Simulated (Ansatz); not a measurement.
# KSrCl3 (model cell, started as cubic perovskite with Sr in the octahedra): following an unstable mode

Which phase does KSrCl3 (model cell, started as cubic perovskite with Sr in the octahedra) fall into along its unstable mode, and how much energy does it gain?

Program: Ansatz 0.2.0. Level of theory: DFT PBEsol, scalar-relativistic, plane waves, PAW; PAW set soft_1. Results are calculated unless marked as measured.

The structure was built from a prototype and need not be the compound's stable phase.

### 1. The starting structure

The structure is cubic, space group Pm-3m (No. 221). The conventional cell has a = 5.585 Å, b = 5.585 Å, c = 5.585 Å, α = 90.00°, β = 90.00°, γ = 90.00°. Nearest to K lie 12 Cl at 3.95 Å. Sr has 6 Cl at 2.79 Å nearest. Nearest to Cl lie 2 Sr at 2.79 Å and 4 K at 3.95 Å. Farther neighbours and most contacts between anions are not listed.

### 2. Phonons on a q mesh

The cell comes from relaxations at this level that are not shown. Stability and thermal properties need the whole zone. Linear response on a 2×2×2 q mesh gives force constants as far as a supercell of that size would, and the tensors from the zone-centre run are typed in so that the long-range dipole term is interpolated apart.

Input file input.yaml:

```yaml
crystal:
  lattice:
    - [5.5845481721, 0.0, 0.0]
    - [0.0, 5.5845481721, 0.0]
    - [0.0, 0.0, 5.5845481721]
  atoms:
    - { symbol: K, position: [0.0, 0.0, 0.0] }
    - { symbol: Sr, position: [0.5, 0.5, 0.5] }
    - { symbol: Cl, position: [0.5, 0.5, 0.0] }
    - { symbol: Cl, position: [0.5, 0.0, 0.5] }
    - { symbol: Cl, position: [0.0, 0.5, 0.5] }
kpoints:
  mp_grid: { grid: [4, 4, 4] }
hamiltonian:
  xc: pbesol
  pseudopotentials: { kind: paw, azcp: { folder: soft_1 }, xc_functional: pbe }
scf:
  occupations: { method: fixed }
output:
  eigenvalues: true
phonons:
  method: dfpt
  qmesh: [2, 2, 2]
  temperatures: { t_max: 1000, t_step: 50 }
  qpath:
    path:
      - [[0.0, 0.0, 0.0], [0.0, 0.5, 0.0], [0.5, 0.5, 0.0], [0.0, 0.0, 0.0], [0.5, 0.5, 0.5], [0.0, 0.5, 0.0]]
      - [[0.5, 0.5, 0.5], [0.5, 0.5, 0.0]]
    npoints: 10
  non_analytic_term:
    high_frequency_dielectric_tensor: [[2.4577, 0.0, 0.0], [0.0, 2.4577, 0.0], [0.0, 0.0, 2.4577]]
    born_effective_charges:
      - { species: K, tensor: [[1.2709, 0.0, 0.0], [0.0, 1.2709, 0.0], [0.0, 0.0, 1.2709]] }
      - { species: Sr, tensor: [[2.3821, 0.0, 0.0], [0.0, 2.3821, 0.0], [0.0, 0.0, 2.3821]] }
      - { species: Cl, tensor: [[-0.8663, 0.0, 0.0], [0.0, -0.8663, 0.0], [0.0, 0.0, -1.9205]] }
      - { species: Cl, tensor: [[-0.8663, 0.0, 0.0], [0.0, -1.9205, 0.0], [0.0, 0.0, -0.8663]] }
      - { species: Cl, tensor: [[-1.9205, 0.0, 0.0], [0.0, -0.8663, 0.0], [0.0, 0.0, -0.8663]] }
    source: "zone-centre run at this cell"
```

On the command line:

```sh
$ ansatz run input.yaml --threads 4 --pin off --max-ram 16384MiB --backend cpu --events-out ev --progress --plain --runs-dir out
```

Numbers of over 12 decimals in the logs are rounded to 6 here.

Log:

```text
Engine: ansatz 0.2.0, aarch64-unknown-linux-gnu
Pseudopotentials: kind: paw
Pseudopotential: K, paw, valence charge 9, recommended cutoff 420 eV (normal), soft_1/K.paw.azcp
Pseudopotential: Sr, paw, valence charge 10, recommended cutoff 420 eV (normal), soft_1/Sr.paw.azcp
Pseudopotential: Cl, paw, valence charge 7, recommended cutoff 420 eV (normal), soft_1/Cl.paw.azcp
Functional definition: PBEsol
  exchange = pbesol_x
  correlation = pbesol_c
Crystal: 5 atoms, lattice volume = 174.166 Å³
Basis set: ecut = 420 eV, 3407 PW (Γ), exchange–correlation on 80×80×80 points (8 copies of the dense FFT grid, shifted against one another)
Bands: 25, of which v1, the nominal top of the filled ones, is band 20 counted from 1 (19 counted from 0)
Symmetry: 48 space group operations
k-points: 10 of 64
Non-local potential: K, projectors of the file, l = 0: 3, l = 1: 2, l = 2: 2
Non-local potential: Sr, projectors of the file, l = 0: 3, l = 1: 2, l = 2: 2
Non-local potential: Cl, projectors of the file, l = 0: 2, l = 1: 2, l = 2: 1
PAW form: soft (Blöchl's): semilocal exchange-correlation on the pseudo side does not see the compensation charge
PAW frozen core: K, regenerated for the run's functional, and the local potential with it (the file was generated under x = pbe(κ = 0.804, μ = 0.219515), c = pbe(β = 0.066725))
PAW frozen core: Sr, regenerated for the run's functional, and the local potential with it (the file was generated under x = pbe(κ = 0.804, μ = 0.219515), c = pbe(β = 0.066725))
PAW frozen core: Cl, regenerated for the run's functional, and the local potential with it (the file was generated under x = pbe(κ = 0.804, μ = 0.219515), c = pbe(β = 0.066725))
PAW one-centre angular grid: K, 110 points (default); XC on 64 Gauss nodes
PAW one-centre angular grid: Sr, 110 points (default); XC on 64 Gauss nodes
PAW one-centre angular grid: Cl, 110 points (default); XC on 64 Gauss nodes
Initial density: superposition of atomic densities (chi_scale 0.1, normalization cell, long waves kept (reshape's long-wave potential 0.01 eV rms))
Initial wavefunctions: pseudopotential atomic-orbital guess
Functional: x = pbesol(κ = 0.804, μ = 0.123457), c = pbesol(β = 0.046)
SCF iter   1: F=—  HF=-8203.793689 eV  |F-HF|=—  |Δ(HF+E_count)|=         —  Δρ=4.10e-2  dr2=5.37e0  ethr=3.10e-3  ⟨swp⟩=7.4  Hψ=1366  notcnv=0  defer=24
preconditioner: auto → Resta (q_TF=auto, 2.135 Å⁻¹)  ε∞=2.8  [insulator: Δε(μ)=3.355 eV  Ē_g=11.464 eV  n_scr=26 (ndim 8)  ℏωp=15.4 eV  f_vac=0.002  ε∞_Penn≈2.8]
SCF iter   2: F=—  HF=-8201.879643 eV  |F-HF|=—  |Δ(HF+E_count)|=    1.91e0  Δρ=1.37e-2  dr2=7.73e-1  ethr=3.10e-3  ⟨swp⟩=4.4  Hψ=708  notcnv=0  defer=24
SCF iter   3: F=—  HF=-8201.580886 eV  |F-HF|=—  |Δ(HF+E_count)|=   2.99e-1  Δρ=5.26e-3  dr2=8.13e-2  ethr=1.93e-3  ⟨swp⟩=3.8  Hψ=553  notcnv=0  defer=25
SCF iter   4: F=—  HF=-8201.579660 eV  |F-HF|=—  |Δ(HF+E_count)|=   1.23e-3  Δρ=1.27e-3  dr2=4.50e-3  ethr=2.03e-4  ⟨swp⟩=4.6  Hψ=585  notcnv=0  defer=24
SCF iter   5: F=—  HF=-8201.582639 eV  |F-HF|=—  |Δ(HF+E_count)|=   2.98e-3  Δρ=3.27e-4  dr2=2.46e-4  ethr=1.13e-5  ⟨swp⟩=3.8  Hψ=481  notcnv=0  defer=25
SCF iter   6: F=—  HF=-8201.583191 eV  |F-HF|=—  |Δ(HF+E_count)|=   5.52e-4  Δρ=5.82e-5  dr2=1.09e-5  ethr=6.16e-7  ⟨swp⟩=2.3  Hψ=417  notcnv=0  defer=24
SCF iter   7: F=—  HF=-8201.583225 eV  |F-HF|=—  |Δ(HF+E_count)|=   3.43e-5  Δρ=1.65e-5  dr2=1.42e-6  ethr=2.73e-8  ⟨swp⟩=2.1  Hψ=391  notcnv=0  defer=24
SCF iter   8: F=—  HF=-8201.583228 eV  |F-HF|=—  |Δ(HF+E_count)|=   2.57e-6  Δρ=3.23e-6  dr2=2.14e-8  ethr=3.54e-9  ⟨swp⟩=2.0  Hψ=389  notcnv=0  defer=21
SCF iter   9: F=—  HF=-8201.583228 eV  |F-HF|=—  |Δ(HF+E_count)|=   3.93e-8  Δρ=6.41e-7  dr2=4.09e-10  ethr=5.36e-11  ⟨swp⟩=2.0  Hψ=432  notcnv=0  defer=21
SCF iter  10: F=—  HF=-8201.583228 eV  |F-HF|=—  |Δ(HF+E_count)|=  9.82e-10  Δρ=1.06e-7  dr2=1.28e-11  ethr=1.02e-12  ⟨swp⟩=2.3  Hψ=444  notcnv=0  defer=21
SCF iter  11: F=-8201.583228 eV  HF=-8201.583228 eV  |F-HF|=0.00e0  |Δ(HF+E_count)|=  1.64e-11  Δρ=2.86e-8  dr2=1.38e-12  ethr=1.00e-12  ⟨swp⟩=18.7  Hψ=2222  notcnv=0
SCF 1 converged in 11 iterations: F = -8201.583228 eV  dr2 = 1.38e-12
  greatest PAW one-centre occupation: 0.987 electrons in one spin orbital (limit 2), on the Sr atom at site 1 (counted from 0), in its partial waves of l = 0
NSCF: frozen V_eff on 10 k-points
NSCF: frozen V_eff on 27 k-points
DFPT response loops at q = (0, 0, 0) (fractional): preconditioner auto → none (the input reference at scf.mixing.eps_inf says where Resta's filter doesn't serve); β = 0.50; Broyden in place of MSR1
NSCF: frozen V_eff on 54 k-points
DFPT response loops at q = (0, 0, -0.5) (fractional): preconditioner auto → Resta (q_TF=auto, 2.135 Å⁻¹)  ε∞=3.7 (no band partly filled); β = 1.00, the filter's whole step (`scf.mixing.beta` (0.50) is not read by the response loops at its default; to damp them type it under 1.00, their step now; it binds the ground state too); Broyden in place of MSR1
NSCF: frozen V_eff on 54 k-points
DFPT response loops at q = (0, -0.5, -0.5) (fractional): mixed as the last ones told, above
NSCF: frozen V_eff on 54 k-points
DFPT response loops at q = (-0.5, -0.5, -0.5) (fractional): preconditioner auto → none (the input reference at scf.mixing.eps_inf says where Resta's filter doesn't serve); β = 0.50; Broyden in place of MSR1
SCF converged after 11 iterations
Free energy (F): -8201.583228 eV
Harris-Foulkes:  -8201.583228 eV  (|F-HF|=0.00e0)
Internal energy: -8201.583228 eV  (E = F + TS)
E sigma→0 (E₀):  -8201.583228 eV
Fermi energy:    0.787137 eV
--- Per-component energies (eV) ---
  E_band       = -334.480874
  E_kinetic    = 946.454290
  E_local      = -2315.873889  (includes V_loc(G=0)·N_el)
  E_nonlocal   = 342.979612
  E_hartree    = 721.834073
  E_xc         = -627.667865
  E_vxc        = -668.830890  (∫ρ·V_xc dr)
  E_paw        = -5327.253206  (= ΣΔE_a)
  E_vpaw       = -82.878419  (= ΣTr[D̂ρ^β])
  E_aug_tail   = 0.000304  (compensation charges beyond the density's cutoff)
  E_ewald      = -1942.534077
  E_core_change = 0.477530  (= ΣΔE_core)
  E_smearing   = -0.000000  (= −TS)
  E_closure    = -0.000000  (closes the sum)
  Σ components = -8201.583228   (vs F -8201.583228, Δ=0.00e0)
--- Band table (eV; the first three rows and the last of 10) ---
  k-point 0: bands = [... 16 lower, 0.3464, 0.5739, 0.5739, 0.5739, 5.2478, 6.7541, 6.7541, 6.7541, ... 1 higher]
  k-point 1: bands = [... 16 lower, 0.2406, 0.2926, 0.5271, 0.5271, 5.8089, 6.8608, 7.2702, 7.2702, ... 1 higher]
  k-point 2: bands = [... 16 lower, 0.0628, 0.2406, 0.5032, 0.5032, 6.9004, 6.9875, 7.1338, 7.9916, ... 1 higher]
  k-point 9: bands = [... 16 lower, -0.5877, 0.7871, 0.7871, 0.7871, 6.8588, 8.0472, 8.0472, 8.0472, ... 1 higher]
--- Phonons (Γ-DFPT): 4 representative perturbations + reference (Σ response iterations 12) ---
  ASR residual: 1.259e-4 → 0.000e0 eV/Å²; symmetrization residual: 5.217e-6 eV/Å²
  ASR residual per site (eV/Å²): 2.34e-5 1.26e-4 2.29e-5 2.29e-5 2.29e-5
  Γ frequencies (cm⁻¹): -65.77 -65.77 -65.77 -33.53 -33.53 -33.53 0.00 0.00 0.00 76.00 76.00 76.00 250.15 250.15 250.15
--- Phonons (arbitrary-q DFPT): 4 irreducible q on the 2×2×2 mesh ---
  q = [0.0000, 0.0000, 0.0000] (star 1, of the zone-centre solve; hermiticity 1.66e-6, symmetrization 4.99e-13): -65.77 -65.77 -65.77 -33.53 -33.53 -33.53 -0.00 -0.00 -0.00 76.00 76.00 76.00 250.15 250.15 250.15
  q = [0.0000, 0.0000, -0.5000] (star 3, 9 solved perturbations in 216 linear systems a pass and spin channel, the states on 27 of 64 k-point pairs; hermiticity 9.23e-7, symmetrization 2.88e-13): -58.99 -58.99 -31.99 -31.99 -21.46 47.23 47.23 56.59 61.09 61.09 67.34 165.97 249.88 249.88 259.38
  q = [0.0000, -0.5000, -0.5000] (star 3, 9 solved perturbations in 216 linear systems a pass and spin channel, the states on 27 of 64 k-point pairs; hermiticity 1.14e-6, symmetrization 8.30e-14): -66.42 -64.52 -64.52 -42.68 24.33 24.33 55.80 67.82 67.82 86.41 163.17 163.17 229.46 249.64 266.00
  q = [-0.5000, -0.5000, -0.5000] (star 1, 4 solved perturbations in 81 linear systems a pass and spin channel, the states on 27 of 64 k-point pairs; hermiticity 1.12e-6, symmetrization 2.63e-13): -66.73 -66.73 -66.73 -62.72 -62.72 -62.72 94.29 94.29 94.29 158.15 158.15 158.15 229.19 229.19 271.81
  sum rule: each row above includes the acoustic sum rule's correction from the zone centre's row sums; it moved no ω² by more than (0.63 cm⁻¹)²
  mesh force constants: q→R imaginary residual 4.26e-18; ASR residual 1.259e-4 → 0.000e0 eV/Å²; symmetrization residual 4.441e-15 eV/Å²
  interpolated dispersion: 63 rows × 15 modes
  density of states and harmonic sums: on the 12×12×12 q-mesh, interpolated from the force constants of a 2×2×2 supercell (with the dipole–dipole term of supplied tensors)
  largest difference from the sums on the solved wave vectors: F 5.40e-2 eV, S 6.03e-5 and C_V 1.95e-5 eV/K
  zero-point energy: 0.082370 eV/cell   skipped modes (ω ≤ 0): 447, of them read as no rigid motion or as one in doubt: 444 (5.322e0 modes/cell left out, lowest -67.19 cm⁻¹)   left out of the sums: 3.55e-1 of the cell's modes: C_V's classical limit lies that fraction below 3 k_B per atom; for a crystal, a wire or a layer, F and S can be off by more, and a phonons.interpolated_qmesh denser along its periods is the remedy for the sampling
```

Run time: 76 s. Hardware: 4 threads of Arm Neoverse V1, shared host; peak memory 0.76 GiB; 4.8 min of CPU time.

Numbers from this step:

```
gap on the k-mesh                                       : 4.461 eV
volume per atom                                         : 34.83 Å³
sum-rule residual before enforcement                    : 1.26e-4 eV/Å²
lowest frequency on the path                            : -67.20 cm⁻¹
point group                                             : m-3m
highest frequency on the path or at a solved wavevector : 287.8 cm⁻¹
highest optical mode at the zone centre (no LO-TO term) : 250.2 cm⁻¹
lowest optical zone-centre mode                         : -65.77 cm⁻¹
lowest mode on the q mesh (acoustic modes at Γ apart)   : -66.73 cm⁻¹
```

Frequencies (cm⁻¹) solved at each irreducible wavevector; negative means imaginary. Frequencies by wavevector, by row:

```
q in reciprocal lattice units  star  mode 1  mode 2  mode 3  mode 4  mode 13  mode 14  mode 15
                        0 0 0     1   -65.8   -65.8   -65.8   -33.5    250.2    250.2    250.2
                     0 0 -0.5     3     -59     -59     -32     -32    249.9    249.9    259.4
                  0 -0.5 -0.5     3   -66.4   -64.5   -64.5   -42.7    229.5    249.6      266
               -0.5 -0.5 -0.5     1   -66.7   -66.7   -66.7   -62.7    229.2    229.2    271.8
```

Interpolated from a 2×2×2 q mesh, with the LO-TO term (at Γ the limit along the path; where Γ stands inside the path, tables give the limit on arrival). The phonon branches at the labelled points (cm⁻¹):

```
    point  branch 1  branch 2  branch 3  branch 4  branch 12  branch 13  branch 14  branch 15
        Γ       -66       -66       -34       -34         92        250        250        288
  halfway       -63       -63       -30       -30        124        250        250        277
        X       -59       -59       -32       -32        166        250        250        259
  halfway       -65       -53       -51       -51        164        237        250        268
        M       -66       -64       -64       -43        163        230        250        266
  halfway       -66       -59       -46       -39        124        241        250        277
        Γ       -66       -66       -34       -34         92        250        250        288
  halfway       -63       -63       -50       -38        125        241        241        278
        R       -67       -67       -67       -63        158        229        229        272
  halfway       -63       -60       -56       -53        162        235        242        273
        X       -59       -59       -32       -32        166        250        250        259
jump to R       -67       -67       -67       -63        158        229        229        272
  halfway       -67       -64       -64       -55        161        229        239        272
        M       -66       -64       -64       -43        163        230        250        266
```

Symmetry leaves 4 wavevectors to solve. The lowest mode among them, the acoustic zeros apart, lies at q = (-0.5, -0.5, -0.5) and is imaginary, 66.7i cm⁻¹, so the energy falls along it.

### 3. The mode frozen in, largest atomic shift 0 Å

The mode followed lies at q = (-0.5, -0.5, -0.5) with frequency 66.7i cm⁻¹ and is 3-fold degenerate, the softest among the wavevectors solved. At small amplitude the distorted cell has space group no. 140 by a symmetry search on the positions. The undistorted cell that holds it gives the zero of energy on the same k mesh.

System of this step: KSrCl3 (model cell, started as cubic perovskite with Sr in the octahedra). Symmetry: Pm-3m, No. 221, cubic system. Conventional cell: a = 5.585 Å, b = 5.585 Å, c = 5.585 Å, α = 90.00°, β = 90.00°, γ = 90.00°. K has 12 Cl at 3.95 Å nearest. Nearest to Sr lie 6 Cl at 2.79 Å. Nearest to Cl lie 2 Sr at 2.79 Å and 4 K at 3.95 Å. Farther neighbours and most contacts between anions are not listed.

Input file input.yaml:

```yaml
crystal:
  lattice:
    - [5.5845481721, 5.5845481721, 0.0]
    - [5.5845481721, 0.0, 5.5845481721]
    - [5.5845481721, 0.0, -5.5845481721]
  atoms:
    - { symbol: K, position: [0.0, 0.0, 0.0] }
    - { symbol: K, position: [0.0, 0.5, 0.5] }
    - { symbol: Sr, position: [0.5, 0.25, 0.75] }
    - { symbol: Sr, position: [0.5, 0.75, 0.25] }
    - { symbol: Cl, position: [0.5, 0.0, 0.0] }
    - { symbol: Cl, position: [0.5, 0.5, 0.5] }
    - { symbol: Cl, position: [0.0, 0.5, 0.0] }
    - { symbol: Cl, position: [0.0, 0.0, 0.5] }
    - { symbol: Cl, position: [0.5, 0.0, 0.5] }
    - { symbol: Cl, position: [0.5, 0.5, 0.0] }
kpoints:
  mp_grid: { grid: [4, 4, 4] }
hamiltonian:
  xc: pbesol
  pseudopotentials: { kind: paw, azcp: { folder: soft_1 }, xc_functional: pbe }
scf:
  occupations: { method: gaussian, width: 0.02 }
output:
  forces: true
  stress: true
  eigenvalues: true
```

Log:

```text
[...]
Crystal: 10 atoms, lattice volume = 348.333 Å³
Basis set: ecut = 420 eV, 6855 PW (Γ), exchange–correlation on 108×108×108 points (8 copies of the dense FFT grid, shifted against one another)
Bands: 50, of which v1, the nominal top of the filled ones, is band 40 counted from 1 (39 counted from 0)
Symmetry: 96 space group operations
[...]
k-points: 8 of 64
[...]
k-point 0: bands = [... 36 lower, 0.5737, 0.7869, 0.7869, 0.7869, 5.2478, 6.7542, 6.7542, 6.7542, ... 5 higher]
  k-point 1: bands = [... 36 lower, 0.4825, 0.6772, 0.6772, 0.7171, 5.6798, 7.0422, 7.0542, 7.0542, ... 5 higher]
  k-point 2: bands = [... 36 lower, 0.4881, 0.4881, 0.5566, 0.5566, 6.5986, 6.5986, 7.6125, 7.6125, ... 5 higher]
  k-point 7: bands = [... 36 lower, 0.3623, 0.3623, 0.5943, 0.5943, 7.1889, 7.1889, 7.4815, 7.4815, ... 5 higher]
[key lines of the parts left out:]
SCF converged after 8 iterations
Free energy (F): -16403.167511 eV
Fermi energy:    3.017413 eV
P = ⅓ Tr σ = -0.0020 GPa (-0.020 kbar)
```

Wall time 3.2 s (4 threads); peak memory 0.74 GiB.

This step gave:

```yaml
pressure: -0.001958 GPa
energy_from_the_undistorted_cell: 0 meV/atom
```

At this level the gap is 4.46 eV on the k-mesh of the self-consistent run, which can miss the band edges.

### 4. The mode frozen in, largest atomic shift 0.6 Å

The atoms are moved along the unstable eigenvector, the largest shift by 0.6 Å, with the cell fixed.

input.yaml, the sections that differ from step 3:

```yaml
crystal:
  lattice:
    - [5.5845481721, 5.5845481721, 0.0]
    - [5.5845481721, 0.0, 5.5845481721]
    - [5.5845481721, 0.0, -5.5845481721]
  atoms:
    - { symbol: K, position: [0.0, 0.0, 0.0] }
    - { symbol: K, position: [0.0, 0.5, 0.5] }
    - { symbol: Sr, position: [0.5, 0.25, 0.75] }
    - { symbol: Sr, position: [0.5, 0.75, 0.25] }
    - { symbol: Cl, position: [0.5, -0.0537196548, -0.0537196548] }
    - { symbol: Cl, position: [0.5, 0.5537196548, 0.5537196548] }
    - { symbol: Cl, position: [0.0, 0.5, 0.0] }
    - { symbol: Cl, position: [0.0, 0.0, 0.5] }
    - { symbol: Cl, position: [0.5, 0.0537196548, 0.4462803452] }
    - { symbol: Cl, position: [0.5, 0.4462803452, 0.0537196548] }
# kpoints, hamiltonian, scf, output: as in step 3
```

Log:

```text
[...]
Crystal: 10 atoms, lattice volume = 348.333 Å³
Basis set: ecut = 420 eV, 6855 PW (Γ), exchange–correlation on 108×108×108 points (8 copies of the dense FFT grid, shifted against one another)
Bands: 50, of which v1, the nominal top of the filled ones, is band 40 counted from 1 (39 counted from 0)
Symmetry: 16 space group operations
[...]
k-points: 13 of 64
[...]
k-point 0: bands = [... 36 lower, 0.5400, 0.5400, 0.6709, 0.6709, 5.3328, 6.7602, 6.7602, 7.0369, ... 5 higher]
  k-point 1: bands = [... 36 lower, 0.4951, 0.5330, 0.5842, 0.6066, 5.7741, 6.9669, 7.0253, 7.2170, ... 5 higher]
  k-point 2: bands = [... 36 lower, 0.4492, 0.4492, 0.5174, 0.5174, 6.7048, 6.7048, 7.5116, 7.5116, ... 5 higher]
  k-point 12: bands = [... 36 lower, 0.2063, 0.5167, 0.5167, 0.5313, 6.9607, 7.1668, 7.2101, 7.4736, ... 5 higher]
[key lines of the parts left out:]
SCF converged after 9 iterations
Free energy (F): -16403.471367 eV
Fermi energy:    3.004056 eV
P = ⅓ Tr σ = -0.7443 GPa (-7.443 kbar)
```

Elapsed: 5.2 s, on 4 threads; peak memory 0.78 GiB.

Numbers from this step:

| Quantity | Value |
| --- | --- |
| pressure | -0.7443 GPa |
| gap on the k-mesh | 4.658 eV |
| energy from the undistorted cell | -30.39 meV/atom |

The energy, extrapolated to zero smearing, is -30.39 meV/atom against the undistorted cell.

The run ends at a pressure of -0.74 GPa, with forces up to 0.17 eV/Å.

(Continued in part 2 of 3.)

[Logs are printed without paths, hosts, clocks, repeated set-up lines and the standing remarks that a program may print on its own settings, such as how far it seeks lower states.]

[Hosts, paths, dates, database ids (printed as entryN), source tags and the programs' standing remarks are cut or masked in the printed files.]
